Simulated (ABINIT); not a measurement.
**InP (F-43m): G0W0 with ABINIT, start to end**

It takes space group F-43m (No. 216, cubic). Conventional cell: a = 5.869 Å, b = 5.869 Å, c = 5.869 Å, α = 90.00°, β = 90.00°, γ = 90.00°. In has 4 P at 2.54 Å nearest. P has 4 In at 2.54 Å nearest. Farther neighbours, and contacts between anions beyond the nearest, are not listed.

```xyz
2
Lattice="0.0000 2.9343 2.9343 2.9343 0.0000 2.9343 2.9343 2.9343 0.0000" Properties=species:S:1:pos:R:3 pbc="T T T"
In    0.0000    0.0000    0.0000
P     1.4672    1.4672    1.4672
```

* method: RPA screening on PBE, plane waves, norm-conserving pseudopotentials (and 2 further levels or steps)
* program: ABINIT 10.8.3
* settings: cutoff 33 Ha, PseudoDojo scalar-relativistic 0.4 stringent, norm-conserving, potential set dojo-sr-pbe-0.4-stringent, ngkpt (4, 4, 4), nband 187, ecuteps 6.6 Ha, inclvkb 2, shiftk (0, 0, 0), symchi 1, awtr 1, frequency ppm, 4×4×4 k-mesh
* cost: 5 runs, 6.9 min in all on 4 MPI ranks of Arm Neoverse V2, shared host
* notes: The cell and positions come from the Crystallography Open Database and are kept as given unless a step says otherwise. Limits: mesh may overstate the screening; no spin-orbit coupling. The 4×4×4 mesh is coarse for this cell, which bears on the long-range parts of exchange and screening. The RPA ε∞ on this mesh reaches over 25; with a narrow direct gap a coarse mesh can overstate it, and the correction is then too small.
* PBE gap: 0.69 eV, direct
* G0W0 gap on the mesh: 1.35 eV
* GW settings: 4×4×4 mesh, 187 bands, screening to 179.6 eV, Godby-Needs plasmon pole
* known limits: short of the basis limit; mesh may overstate the screening; no spin-orbit coupling; coarse k mesh

G0W0 moves the gap on the mesh from 0.69 eV to 1.35 eV (+0.66 eV), with Z of 0.78 and 0.79 at the edges. Local fields lower the RPA ε∞ on this mesh from 49.81 to 47.20; a Γ-centred mesh this coarse tends to raise both, most where the direct gap is narrow, while a short band sum lowers them.

[Long decimals in the printed logs are rounded to 6 places.]

[Logs are printed without paths, hosts, clocks, repeated set-up lines and the standing remarks that a program may print on its own settings, such as how far it seeks lower states.]

[Paths, hosts, dates, memory and timing lines, banners, echoed tables and standing remarks are left out of the program output; an Ansatz launch command may be rebuilt from the run's recorded settings. Measured values are a selection of at most five: reports struck by readers or far from the other reports are left out. None is set beside runs whose start may be inverted or whose files or cutoffs have a known fault.]

[Runs of the session that timed out or met a known fault of the program may be left out.]

[Hosts, paths, dates, database ids (printed as entryN), source tags and the programs' standing remarks are cut or masked in the printed files.]

[G0W0 gaps are taken among the corrected bands and points alone; a level outside them can change the order at an edge.]

[Where Ansatz stands beside ABINIT at settings called matched, ABINIT's density can come from a denser mesh and the files from another edition; pairs whose starting gaps differed by over 0.03 eV were left out, so agreement reads better than it is.]
